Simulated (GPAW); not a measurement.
## CaC2 (I4/mmm): G0W0 on several meshes in GPAW

Wanted: mesh dependence and cost of G0W0 for CaC2 (I4/mmm).

Calculated with GPAW 26.7.0; LDA and many-body steps on it, plane waves.

## 1. Set-up

Symmetry: I4/mmm, No. 139, tetragonal system. The conventional cell has a = 3.869 Å, b = 3.869 Å, c = 6.404 Å, α = 90.00°, β = 90.00°, γ = 90.00°. Nearest to Ca lie 10 C at 2.58 to 2.81 Å. Nearest to C lie 1 C at 1.25 Å and 5 Ca at 2.58 to 2.81 Å. Farther neighbours are not listed.

Structure file:

```xyz
3
Lattice="-1.9343 1.9343 3.2021 1.9343 -1.9343 3.2021 1.9343 1.9343 -3.2021" Properties=species:S:1:pos:R:3 pbc="T T T"
Ca    0.0000    0.0000    0.0000
C     0.0000    0.0000    3.8290
C     0.0000    0.0000    2.5752
```

The cell and positions are those that the Materials Project relaxed with its own functionals (PBE, PBE+U or r2SCAN), kept fixed.

## 2. Empty states on the mesh, 4×4×4 mesh, 317 bands

This step: GPAW 26.7.0; DFT, LDA, plane waves, PAW.

The sums over transitions need many empty states on a uniform mesh; this step solves for them.

run.py reads:

```python
import json
import numpy as np
from gpaw.mpi import world
from gpaw import GPAW

calc = GPAW('gs.gpw').fixed_density(kpts={'size': (4, 4, 4), 'gamma': True},
    parallel={'domain': 1, 'band': 1},
    txt='nscf.txt')
calc.diagonalize_full_hamiltonian(nbands=317)
calc.write('full.gpw', mode='all')
res = {}
kpts = calc.get_ibz_k_points()
res['kpts'] = kpts
res['eigenvalues'] = [calc.get_eigenvalues(kpt=k) for k in range(len(kpts))]
res['n_electrons'] = calc.get_number_of_electrons()

if world.rank == 0:
    with open('result.json', 'w') as f:
        json.dump(res, f, default=lambda x: x.tolist())
```

Run with:

```
$ mpirun -n 4 gpaw python run.py
```

Numbers of over 12 decimals in the logs are rounded to 6 here.

Log:

```text
Diagonalizing LCAO Hamiltonian
Converting LCAO to pw mode
convergence criteria:
- Maximum integral of absolute [eigenst]ate change: 4e-08 eV^2 / valence electron
maximum number of iterations: 100

SCF iterations
|iter     |     time |      energy | eigst |  dens |
|iter:   1|  |             | +1.55 |       |
|iter:   2|  |             | +0.60 |       |
|iter:   3|  |             | +0.03 |       |
[...]
|iter:  28|  |             | -6.93 |       |
|iter:  29|  |             | -7.16 |       |
|iter:  30|  |             | -7.43c|       |
SCF steps: 30
  __  _  _
 | _ |_)|_||  |
 |__||  | ||/\| - 26.7.0

Input parameters:
  mode=PW(ecut=600.0),
  convergence={'density': 1e-06, 'bands': -3},
  gpts=array([24, 24, 24]),
  kpts=MonkhorstPack(size=(4, 4, 4), gamma=True),
  maxiter=100,
  nbands=16,
  occupations=Occupations(name='fermi-dirac', width=0.001, fixmagmom=False),
  parallel={'domain': 1, 'band': 1},
  xc=XC(name='LDA')
Matrix size: 1621x1621
# Writing to full.gpw (mode='all')
  [... matrices ...]

timing:  # [seconds]
  Total: 23.290  # ━━━━━━━━━━━━━━━━━━━━━━━━━━━━━━━━━━━━━━━━━━━━━━━━━━━━━━━━━━
```

Run time: 31 s. Hardware: 4 MPI ranks of Arm Neoverse V1, shared host; peak memory 1.5 GiB.

This step gave:

```
gap                                                           : 1.189 eV
k of the valence top                                          : 0.5, 0.5, 0.5
k of the conduction bottom                                    : 0.5, 0.5, 0
least direct gap                                              : 2.249 eV
k points computed                                             : 13
lowest point of the top converged band, above the valence top : 184.0819 eV
```

On this mesh the gap is 1.189 eV.

## 3. 4×4×4

Now the one-shot GW correction: screening in the RPA, then the self-energy of the levels asked for.

This step: G0W0 on LDA, plane waves, PAW.

run.py reads:

```python
import json
import numpy as np
from gpaw.mpi import world
from gpaw.response.g0w0 import G0W0

gw = G0W0('full.gpw',
    filename='gw',
    kpts=[0, 10, 12],
    bands=(7, 11),
    ecut=60,
    nbands=50,
    integrate_gamma='WS',
    ppa=True)
gw.calculate()
res = {mode: {k: v for k, v in r.items() if k != 'sigma_eskwn'}
       for mode, r in gw.all_results.items()}

if world.rank == 0:
    with open('result.json', 'w') as f:
        json.dump(res, f, default=lambda x: x.tolist())
```

Run with:

```
$ mpirun -n 4 gpaw python run.py
```

Log:

```text
Using integrator: PointIntegrator
FrequencyGridDescriptor(from 0.000+0.000j to 0.000+27.211j eV, 2 points)
Nonperiodic BCs:  [False False False]
Using integrator: PointIntegrator
FrequencyGridDescriptor(from 0.000+0.000j to 0.000+27.211j eV, 2 points)
Nonperiodic BCs:  [False False False]
  ___  _ _ _
 |   || | | |
 | | || | | |
 |__ ||_____|
 |___|

BZ k-points: Symmetries present (total): 16

  [... matrices ...]
64 k-points: 4 x 4 x 4 Monkhorst-Pack grid + [1/8,1/8,1/8]
13 k-points in the irreducible part of the Brillouin zone
       k-points in crystal coordinates                weights
   0:     0.00000000    0.00000000    0.00000000          1/64
   1:     0.25000000   -0.25000000    0.00000000          4/64
   2:     0.25000000   -0.25000000    0.25000000          4/64
   3:     0.25000000    0.00000000    0.00000000          8/64
   4:     0.25000000    0.25000000   -0.25000000          2/64
   5:     0.25000000    0.25000000    0.25000000          2/64
   6:     0.50000000    0.00000000    0.25000000          8/64
   7:     0.50000000    0.00000000    0.50000000          4/64
   8:     0.50000000    0.25000000    0.25000000         16/64
   9:     0.50000000    0.25000000    0.50000000          8/64
          ...
  12:     0.50000000    0.50000000    0.50000000          1/64

Distributing spins, k-points and bands (1 x 3 x 4) over 4 processes
Number of blocks: 1

Quasi particle states:
k-points (IBZ indices): [0, 10, 12]
Band range: (7, 11)
  [... matrices ...]
Computational parameters:
Plane wave cut-off: 60 eV
Number of bands: 50
Coulomb cutoff: None
Broadening: 0.1 eV

fxc modes: GW
Kernel: RPA
Using Godby-Needs plasmon-pole approximation:
  Fitting energy: i*E0, E0 = 1.000 Hartree
Summing all q:

Calculating screened Coulomb potential
No Coulomb truncation
FrequencyGridDescriptor(from 0.000+0.000j to 0.000+27.211j eV, 2 points)
Removing empty qpoint cache files...

Calculating chi0 body with:
    Ground state adapter containing:
    Number of spins: 1
    Number of kpoints: 64
    Number of irreducible kpoints: 13
    Number of completely occupied states: 9
    Number of partially occupied states: 9
    Occupied states memory: 1.8984375 M / cpu

    Linear response parametrization:
    q_c: [0.0, 0.0, 0.0]
    Number of frequency points: 2
    Planewave cutoff: 60.0
    Number of bands: 50
    Number of planewaves: 61
    Broadening (eta): 1e-06
    comm.size: 4
    kncomm.size: 4
    blockcomm.size: 1

    Memory estimate of potentially large arrays:
        chi0_wGG: 0.113556 M / cpu
Integrating chi0 body.

Symmetries of q_c:
    Direct symmetries (Uq -> q): 16
    Indirect symmetries (TUq -> q): 0
In total 16 allowed symmetries.

  [... matrices ...]
13 groups of equivalent kpoints. 79.6875% reduction.

Integral kind: response function
Integrating chi0 head and wings.

Symmetries of q_c:
    Direct symmetries (Uq -> q): 16
    Indirect symmetries (TUq -> q): 0
In total 16 allowed symmetries.

  [... matrices ...]
13 groups of equivalent kpoints. 79.6875% reduction.

Integral kind: response function wings

Calculating chi0 body with:
    Ground state adapter containing:
    Number of spins: 1
    Number of kpoints: 64
    Number of irreducible kpoints: 13
    Number of completely occupied states: 9
    Number of partially occupied states: 9
    Occupied states memory: 1.8984375 M / cpu

    Linear response parametrization:
[... the further q-points ...]

Results:
f:      Occupation numbers
eps:     KS-eigenvalues [eV]
vxc:     KS vxc [eV]
exx:     Exact exchange [eV]
sigma:   Self-energies [eV]
dsigma:  Self-energy derivatives
Z:       Renormalization factors
qp:      QP-energies [eV]

k-point 0 (0): (0.000, 0.000, 0.000)                GW
band       f     eps     vxc     exx   sigma  dsigma       Z      qp
                                                                   GW
   7   1.000   1.950 -14.796 -17.375   2.075  -0.269   0.788   1.554
   8   1.000   1.950 -14.796 -17.375   2.076  -0.269   0.788   1.554
   9   0.000   6.061 -13.003  -7.155  -3.457  -0.223   0.818   8.016
  10   0.000   6.061 -13.003  -7.155  -3.457  -0.223   0.818   8.017

k-point 1 (10): (0.500, 0.500, 0.000)                GW
band       f     eps     vxc     exx   sigma  dsigma       Z      qp
                                                                   GW
   7   1.000   1.336 -14.344 -17.223   2.212  -0.271   0.787   0.811
   8   1.000   1.869 -14.951 -19.077   3.581  -0.301   0.769   1.450
[...]
k-point 2 (12): (0.500, 0.500, 0.500)                GW
band       f     eps     vxc     exx   sigma  dsigma       Z      qp
                                                                   GW
[...]
8   1.000   2.929 -15.880 -19.554   3.408  -0.284   0.779   2.722
   9   0.000   6.040 -11.676  -5.656  -3.804  -0.194   0.837   7.896
  10   0.000   8.677 -11.728  -6.265  -3.902  -0.196   0.836   9.983
```

Wall time 24 s (4 MPI ranks); peak memory 1.1 GiB.

Numbers from this step:

```
G0W0 gap on the points computed              : 2.872 eV
least direct G0W0 gap on the computed points : 4.144 eV
Z at the valence top                         : 0.7790
Z at the conduction bottom                   : 0.8254
starting gap on the mesh                     : 1.189 eV
k of the valence top                         : 0.5, 0.5, 0.5
k of the conduction bottom                   : 0.5, 0.5, 0
```

The gap on the mesh goes from 1.19 eV to 2.87 eV, a correction of +1.68 eV.

## 4. Empty states on the mesh, 6×6×6 mesh, 60 bands

This step: DFT, LDA, plane waves, PAW.

run.py reads:

```python
import json
import numpy as np
from gpaw.mpi import world
from gpaw import GPAW

calc = GPAW('gs.gpw').fixed_density(kpts={'size': (6, 6, 6), 'gamma': True},
    nbands=70,
    convergence={'bands': 60},
    txt='nscf.txt')
calc.write('full.gpw', mode='all')
res = {}
kpts = calc.get_ibz_k_points()
res['kpts'] = kpts
res['eigenvalues'] = [calc.get_eigenvalues(kpt=k) for k in range(len(kpts))]
res['n_electrons'] = calc.get_number_of_electrons()

if world.rank == 0:
    with open('result.json', 'w') as f:
        json.dump(res, f, default=lambda x: x.tolist())
```

Run with:

```
$ mpirun -n 4 gpaw python run.py
```

Log:

```text
Diagonalizing LCAO Hamiltonian
Converting LCAO to pw mode
convergence criteria:
- Maximum integral of absolute [eigenst]ate change: 4e-08 eV^2 / valence electron
maximum number of iterations: 100

SCF iterations
|iter     |     time |      energy | eigst |  dens |
|iter:   1|  |             | +4.08 |       |
|iter:   2|  |             | +2.73 |       |
|iter:   3|  |             | +1.36 |       |
[...]
|iter:  11|  |             | -6.77 |       |
|iter:  12|  |             | -7.23 |       |
|iter:  13|  |             | -7.68c|       |
SCF steps: 13
  __  _  _
 | _ |_)|_||  |
 |__||  | ||/\| - 26.7.0

Input parameters:
  mode=PW(ecut=600.0),
  convergence={'bands': 60},
  gpts=array([24, 24, 24]),
  kpts=MonkhorstPack(size=(6, 6, 6), gamma=True),
  maxiter=100,
  nbands=70,
  occupations=Occupations(name='fermi-dirac', width=0.001, fixmagmom=False),
  parallel={},
  xc=XC(name='LDA')
# Writing to full.gpw (mode='all')
  [... matrices ...]

timing:  # [seconds]
  Total: 0.054  # ━━━━━━━━━━━━━━━━━━━━━━━━━━━━━━━━━━━━━━━━━━━━━━━━━━━━━━━━━━━
```

Elapsed: 25 s, on 4 MPI ranks; peak memory 0.72 GiB.

Numbers from this step:

```yaml
gap: 1.189 eV
k_of_the_valence_top: 0.5, 0.5, 0.5
k_of_the_conduction_bottom: 0.5, 0.5, 0
least_direct_gap: 2.249 eV
k_points_computed: 30
lowest_point_of_the_top_converged_band_above_the_valence_top: 49.52 eV
```

On this mesh the gap is 1.189 eV.

## 5. 6×6×6

This step: G0W0 on LDA, plane waves, PAW.

run.py reads:

```python
import json
import numpy as np
from gpaw.mpi import world
from gpaw.response.g0w0 import G0W0

gw = G0W0('full.gpw',
    filename='gw',
    kpts=[0, 26, 29],
    bands=(7, 11),
    ecut=60,
    nbands=50,
    integrate_gamma='WS',
    ppa=True)
gw.calculate()
res = {mode: {k: v for k, v in r.items() if k != 'sigma_eskwn'}
       for mode, r in gw.all_results.items()}

if world.rank == 0:
    with open('result.json', 'w') as f:
        json.dump(res, f, default=lambda x: x.tolist())
```

Run with:

```
$ mpirun -n 4 gpaw python run.py
```

Log:

```text
Using integrator: PointIntegrator
FrequencyGridDescriptor(from 0.000+0.000j to 0.000+27.211j eV, 2 points)
Nonperiodic BCs:  [False False False]
Using integrator: PointIntegrator
FrequencyGridDescriptor(from 0.000+0.000j to 0.000+27.211j eV, 2 points)
Nonperiodic BCs:  [False False False]
  ___  _ _ _
 |   || | | |
 | | || | | |
 |__ ||_____|
 |___|

BZ k-points: Symmetries present (total): 16

  [... matrices ...]
216 k-points: 6 x 6 x 6 Monkhorst-Pack grid + [1/12,1/12,1/12]
30 k-points in the irreducible part of the Brillouin zone
       k-points in crystal coordinates                weights
   0:     0.00000000    0.00000000    0.00000000          1/216
   1:     0.16666667   -0.16666667    0.00000000          4/216
   2:     0.16666667   -0.16666667    0.16666667          4/216
[...]
9:     0.33333333   -0.16666667    0.16666667          8/216
          ...
  29:     0.50000000    0.50000000    0.50000000          1/216

Distributing spins, k-points and bands (1 x 3 x 4) over 4 processes
Number of blocks: 1

Quasi particle states:
k-points (IBZ indices): [0, 26, 29]
Band range: (7, 11)
  [... matrices ...]
Computational parameters:
Plane wave cut-off: 60 eV
Number of bands: 50
Coulomb cutoff: None
Broadening: 0.1 eV

fxc modes: GW
Kernel: RPA
Using Godby-Needs plasmon-pole approximation:
  Fitting energy: i*E0, E0 = 1.000 Hartree
Summing all q:

Calculating screened Coulomb potential
No Coulomb truncation
FrequencyGridDescriptor(from 0.000+0.000j to 0.000+27.211j eV, 2 points)
Removing empty qpoint cache files...

Calculating chi0 body with:
    Ground state adapter containing:
    Number of spins: 1
    Number of kpoints: 216
    Number of irreducible kpoints: 30
    Number of completely occupied states: 9
[...]
comm.size: 4
    kncomm.size: 4
    blockcomm.size: 1

    Memory estimate of potentially large arrays:
        chi0_wGG: 0.113556 M / cpu
Integrating chi0 body.

Symmetries of q_c:
    Direct symmetries (Uq -> q): 16
    Indirect symmetries (TUq -> q): 0
In total 16 allowed symmetries.

  [... matrices ...]
30 groups of equivalent kpoints. 86.111111% reduction.

Integral kind: response function
Integrating chi0 head and wings.

Symmetries of q_c:
    Direct symmetries (Uq -> q): 16
    Indirect symmetries (TUq -> q): 0
In total 16 allowed symmetries.

  [... matrices ...]
30 groups of equivalent kpoints. 86.111111% reduction.

Integral kind: response function wings

Calculating chi0 body with:
    Ground state adapter containing:
    Number of spins: 1
    Number of kpoints: 216
    Number of irreducible kpoints: 30
    Number of completely occupied states: 9
    Number of partially occupied states: 9
[... the further q-points ...]

Results:
f:      Occupation numbers
eps:     KS-eigenvalues [eV]
vxc:     KS vxc [eV]
exx:     Exact exchange [eV]
sigma:   Self-energies [eV]
dsigma:  Self-energy derivatives
Z:       Renormalization factors
qp:      QP-energies [eV]

k-point 0 (0): (0.000, 0.000, 0.000)                GW
band       f     eps     vxc     exx   sigma  dsigma       Z      qp
                                                                   GW
   7   1.000   1.950 -14.796 -17.358   2.073  -0.269   0.788   1.565
   8   1.000   1.950 -14.796 -17.358   2.073  -0.269   0.788   1.565
   9   0.000   6.061 -13.003  -7.159  -3.457  -0.223   0.818   8.013
[...]
k-point 1 (26): (0.500, 0.500, 0.000)                GW
band       f     eps     vxc     exx   sigma  dsigma       Z      qp
                                                                   GW
[...]
k-point 2 (29): (0.500, 0.500, 0.500)                GW
band       f     eps     vxc     exx   sigma  dsigma       Z      qp
                                                                   GW
[...]
9   0.000   6.040 -11.676  -5.669  -3.795  -0.194   0.838   7.893
  10   0.000   8.677 -11.728  -6.271  -3.901  -0.197   0.835   9.977
```

The job ended after 2 min (4 MPI ranks; peak memory 1.5 GiB).

Numbers from this step:

| Quantity | Value |
| --- | --- |
| G0W0 gap on the points computed | 2.862 eV |
| least direct G0W0 gap on the computed points | 4.138 eV |
| Z at the valence top | 0.7789 |
| Z at the conduction bottom | 0.8254 |
| starting gap on the mesh | 1.189 eV |
| k of the valence top | 0.5, 0.5, 0.5 |
| k of the conduction bottom | 0.5, 0.5, 0 |

Against G0W0 in GPAW (4×4×4 mesh, 50 bands, screening to 60 eV, Godby-Needs plasmon pole), the gap moves by −0.010 eV.

## 6. Side by side

Times are wall times on 4 MPI ranks of Arm Neoverse V1, shared host, good to a factor of about two.

```
  run   mesh  bands  screening cutoff (eV)  DFT gap (eV)  gap on the mesh (eV)  direct (eV)   time
4×4×4  4×4×4     50                     60         1.189                 2.872        4.144   24 s
6×6×6  6×6×6     50                     60         1.189                 2.862        4.138  2 min
```

## 7. What came out

```
4×4×4        : 2.872 eV
6×6×6        : 2.862 eV
known limits : not at the basis limit; coarse k mesh
```

6×6×6: −0.010 eV against 4×4×4. Bands and cutoff are finite, so the gap is not at the basis limit. The miss can reach some tenths of an eV and take either sign; the mesh is an error of its own. These stock PAW sets were not made for GW. In the G0W0 runs levels were corrected at 3 k points alone, so a gap called «on the mesh» is the least over those, and an edge elsewhere would be missed. The 4×4×4 mesh is coarse for this cell, which bears on the long-range parts of exchange and screening.

[Paths, hosts, dates, memory and timing lines, banners, echoed tables and standing remarks are left out of the program output.]

[Logs are printed without paths, hosts, clocks, repeated set-up lines and the standing remarks that a program may print on its own settings, such as how far it seeks lower states.]

[Runs of the session that timed out or met a known fault of the program may be left out.]

[Hosts, paths, dates, database ids (printed as entryN), source tags and the programs' standing remarks are cut or masked in the printed files.]
